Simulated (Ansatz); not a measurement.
# Rh (Rhodium, Fm-3m): thermal expansion from first principles, part 4 of 4

Aim: the lattice, expansion, heat capacity and bulk modulus of Rhodium as it warms.

Ansatz 0.2.0; DFT PBEsol, scalar-relativistic, plane waves, PAW.

So far, principal linear expansion coefficients at 298 K (× 1e-6/K): step 6 (phonons on strained cells) 8.08. Also isothermal bulk modulus at 298 K (GPa): step 6 283. The relaxed cell has a = 3.779 Å (conventional setting).

The database entry behind the starting cell differs from later determinations by our own check (an axis about 0.2 % short against later determinations), so it need not match the best structure at ambient conditions.

## Step 8: The quasi-harmonic study, cutoff 487.2 eV, k-mesh 21×21×21

Thermal expansion follows from how the free energy of the vibrations (and of the electrons in a metal) changes with strain, so the program makes strained cells, their phonons and a fit in one run.

File input.yaml:

```yaml
crystal:
  lattice:
    - [0.0, 1.8897979426, 1.8897979426]
    - [1.8897979426, 0.0, 1.8897979426]
    - [1.8897979426, 1.8897979426, 0.0]
  atoms:
    - { symbol: Rh, position: [0.0, 0.0, 0.0] }
kpoints:
  mp_grid: { grid: [21, 21, 21] }
hamiltonian:
  xc: pbesol
scf:
  occupations: { method: methfessel_paxton, width: 0.2 }
  lower_state_search: "off"
output:
  eigenvalues: true
phonons:
  method: dfpt
  qmesh: [7, 7, 7]
  temperatures: { t_max: 1200.0, t_step: 50 }
  thermal_expansion: {}
```

Launch:

```sh
$ ansatz run input.yaml --threads 4 --pin off --max-ram 16384MiB --backend cpu --events-out ev --progress --plain --runs-dir out
```

Numbers of over 12 decimals in the logs are rounded to 6 here.

Log:

```text
The last accepted step is kept in <dir> (removed where the run ends without a failure and the disk answers)
Engine: ansatz 0.2.0, aarch64-unknown-linux-gnu
Pseudopotentials: kind: paw
Pseudopotential: Rh, paw, valence charge 17, recommended cutoff 420 eV (normal), Rh.paw.azcp
Functional definition: PBEsol
  exchange = pbesol_x
  correlation = pbesol_c
Crystal: 1 atoms, lattice volume = 13.498 Å³
Basis set: ecut = 487.2 eV, 331 PW (Γ), exchange–correlation on 40×40×40 points (8 copies of the dense FFT grid, shifted against one another)
Bands: 13, of which v1, the nominal top of the filled ones, is band 9 counted from 1 (8 counted from 0)
Symmetry: 48 space group operations
Space group: Fm-3m (ITA 225), of the structure as read, at distance tolerance 2.4e-5 Å
k-points: 286 of 9261
Non-local potential: Rh, projectors of the file, l = 0: 3, l = 1: 2, l = 2: 2, l = 3: 1
PAW form: soft (Blöchl's): semilocal exchange-correlation on the pseudo side does not see the compensation charge
PAW frozen core: Rh, regenerated for the run's functional, and the local potential with it (the file was generated under x = pbe(κ = 0.804, μ = 0.219515), c = pbe(β = 0.066725))
PAW one-centre angular grid: Rh, 590 points (default); XC on 64 Gauss nodes
Initial density: superposition of atomic densities (neutral atoms: chi_scale 0, normalization atom), corrected by the library's trained network
Initial wavefunctions: pseudopotential atomic-orbital guess
Functional: x = pbesol(κ = 0.804, μ = 0.123457), c = pbesol(β = 0.046)
SCF iter   1: F=—  HF=-6338.750946 eV  |F-HF|=—  |Δ(HF+E_count)|=         —  Δρ=1.00e-2  dr2=1.11e-2  ethr=1.77e-3  ⟨swp⟩=4.7  Hψ=19984  notcnv=0
preconditioner: auto → none  [metal: Δε(μ)=0.017 eV  Ē_g=14.163 eV  σ=0.200 eV  W_gap=0.07  n_scr=0 (ndim 8)  ℏωp=30.3 eV  f_vac=0.000  D(μ)=1.16/eV (n_scr^D=14)]
SCF iter   2: F=—  HF=-6338.747980 eV  |F-HF|=—  |Δ(HF+E_count)|=   2.97e-3  S|Δr|=    0.00e0  Δρ=3.80e-3  dr2=1.14e-3  ethr=6.55e-5  ⟨swp⟩=2.6  Hψ=7888  notcnv=0
SCF iter   3: F=—  HF=-6338.747647 eV  |F-HF|=—  |Δ(HF+E_count)|=   3.32e-4  S|Δr|=    0.00e0  Δρ=1.39e-3  dr2=4.67e-5  ethr=6.70e-6  ⟨swp⟩=2.4  Hψ=5469  notcnv=0
SCF iter   4: F=—  HF=-6338.747638 eV  |F-HF|=—  |Δ(HF+E_count)|=   9.10e-6  S|Δr|=    0.00e0  Δρ=1.10e-4  dr2=5.37e-7  ethr=2.75e-7  ⟨swp⟩=2.1  Hψ=6132  notcnv=0
SCF iter   5: F=—  HF=-6338.747640 eV  |F-HF|=—  |Δ(HF+E_count)|=   1.66e-6  S|Δr|=    0.00e0  Δρ=1.87e-5  dr2=6.65e-9  ethr=3.16e-9  ⟨swp⟩=1.9  Hψ=5865  notcnv=0
SCF iter   6: F=—  HF=-6338.747640 eV  |F-HF|=—  |Δ(HF+E_count)|=   4.89e-9  S|Δr|=    0.00e0  Δρ=3.28e-6  dr2=2.40e-10  ethr=3.91e-11  ⟨swp⟩=2.2  Hψ=5167  notcnv=0
SCF iter   7: F=-6338.747640 eV  HF=-6338.747640 eV  |F-HF|=9.09e-13  |Δ(HF+E_count)|=  3.64e-12  S|Δr|=    0.00e0  Δρ=1.90e-7  dr2=1.68e-12  ethr=1.00e-12  ⟨swp⟩=5.7  Hψ=15382  notcnv=0
SCF 1 converged in 7 iterations: F = -6338.747640 eV  dr2 = 1.68e-12
[...]
relax step   1: F+E_penalty+E_count = -6338.74763993 eV  Δ(F+E_penalty+E_count) = +0.000e0 eV  max|allowed force component| = 0.000e0 eV/Å  Δτ_max = 0.0000 Å  (7 SCF iters, accepted)
SCF converged after 7 iterations
Stability not checked: this state was not tested for a lower state beside it, because cold or Methfessel-Paxton smearing, or corrected tetrahedra, fill the levels in a way that the test cannot read (fill_not_monotonic; see scf.lower_state_search)
Free energy (F): -6338.747640 eV
Harris-Foulkes:  -6338.747640 eV  (|F-HF|=9.09e-13)
Internal energy: -6338.749026 eV  (E = F + TS)
E sigma→0 (E₀):  -6338.747986 eV
Entropy (-TS):   0.001386 eV (1.386 meV/atom)
Fermi energy:    22.773884 eV
--- Per-component energies (eV) ---
  E_band       = -79.802560
  E_kinetic    = 573.740199
  E_local      = -1540.625244  (includes V_loc(G=0)·N_el)
  E_nonlocal   = 356.183367
  E_hartree    = 540.373294
  E_xc         = -220.864456
  E_vxc        = -278.302880  (∫ρ·V_xc dr)
  E_paw        = -3523.767935  (= ΣΔE_a)
  E_vpaw       = -271.545304  (= ΣTr[D̂ρ^β])
  E_aug_tail   = 0.000667  (compensation charges beyond the density's cutoff)
  E_ewald      = -2524.065117
  E_core_change = 0.276200  (= ΣΔE_core)
  E_smearing   = 0.001386  (= −TS)
  E_closure    = 0.000000  (closes the sum)
  Σ components = -6338.747640   (vs F -6338.747640, Δ=0.00e0)
--- Forces (eV/Å), atoms counted from 1 ---
  atom   1  Rh     0.00000000     0.00000000     0.00000000
  max |Σ_I F_I| component: 3.29e-32 eV/Å
--- Stress (GPa, compression-positive) ---
       -0.054512      -0.000000       0.000000
        0.000000      -0.054512       0.000000
        0.000000      -0.000000      -0.054512
  P = ⅓ Tr σ = -0.0545 GPa (-0.545 kbar)
--- Band table (eV; the first three rows and the last of 286) ---
  k-point 0: bands = [... 5 lower, 19.5828, 19.5828, 19.5828, 21.7564, 21.7564, 38.4868, 43.9076, 43.9076]
  k-point 1: bands = [... 5 lower, 19.5400, 19.6203, 19.6203, 21.7348, 21.7348, 38.6242, 43.4120, 44.0445]
  k-point 2: bands = [... 5 lower, 19.4270, 19.7224, 19.7224, 21.6830, 21.6830, 39.0064, 42.2933, 44.4464]
  k-point 285: bands = [... 5 lower, 18.6392, 19.0249, 21.5443, 23.7598, 31.8201, 32.8480, 34.2830, 35.7395]
── thermal expansion: 3 new cells, 3 in all ──
thermal expansion: relaxation of cell 2
thermal expansion: relaxation of cell 3
── thermal expansion: 2 new cells, 5 in all ──
thermal expansion: relaxation of cell 4
thermal expansion: electrons of cell 4
thermal expansion: phonons of cell 4
thermal expansion: relaxation of cell 5
thermal expansion: electrons of cell 1
thermal expansion: electrons of cell 2
thermal expansion: electrons of cell 3
thermal expansion: electrons of cell 5
thermal expansion: phonons of cell 5
this run last wrote the structure of step 1 to <dir>
--- Relaxed structure (1 steps of the walk, 1 accepted, 0 SCFs on fresh bases) ---
  F+E_penalty+E_count = -6338.74763993 eV   max|allowed force component| = 0.000e0 eV/Å
  atoms:
    - { symbol: Rh, position: [0.0, 0.0, 0.0] }
--- Thermal expansion: 5 cells in 2 rounds, 0 GPa ---
  no lower state was looked for at cell 4: scf.lower_state_search: off
  not told: in the phonons of cell 5: cancelled by the caller ahead of an NSCF pass
Error: SIGTERM received: cancelled by the caller ahead of an NSCF pass
```

It took 31 min on 4 threads of Arm Neoverse V2, shared host; peak memory 4.7 GiB.

The run was cut off at its time limit.

The program's message: “cancelled by the caller ahead of an NSCF pass”

## Step 9: Summary of results

| Quantity | Value |
| --- | --- |
| settings of these figures | PBEsol, 550 eV, k 20×20×20, q 4×4×4 |
| volume expansion coefficient at 298 K | 24.25 1e-6/K |
| C_P at 298 K | 24.72 J/mol-atom/K |
| entropy at 298 K | 31.55 J/mol-atom/K |
| isothermal bulk modulus at 298 K | 283.1 GPa |
| Grüneisen parameter at 298 K | 2.314 |
| volume at 298 K | 13.60 Å³/atom |
| principal linear expansion coefficients at 298 K | 8.084, 8.084, 8.084 1e-6/K |

In words: Near room temperature Rhodium expands by 24.3 × 10⁻⁶/K in volume by PBEsol, with C_P = 24.7 J/(mol K) per mole of atoms and B_T = 283 GPa. The q-mesh is coarse, and the expansion can converge slowly with it. C_P at room temperature is 99 % of the classical 3R an atom. In this metal the study includes the electrons' free energy, which adds a term that grows with temperature, so the heat capacities need not level off at 3R. The PAW files were made for PBE and are used here under another functional, for which the program regenerates the frozen cores.

[Logs are printed without paths, hosts, clocks, repeated set-up lines and the standing remarks that a program may print on its own settings, such as how far it seeks lower states.]

[Hosts, paths, dates, database ids (printed as entryN), source tags and the programs' standing remarks are cut or masked in the printed files.]

[A step with changed settings may run another functional than the one named; its input shows which.]
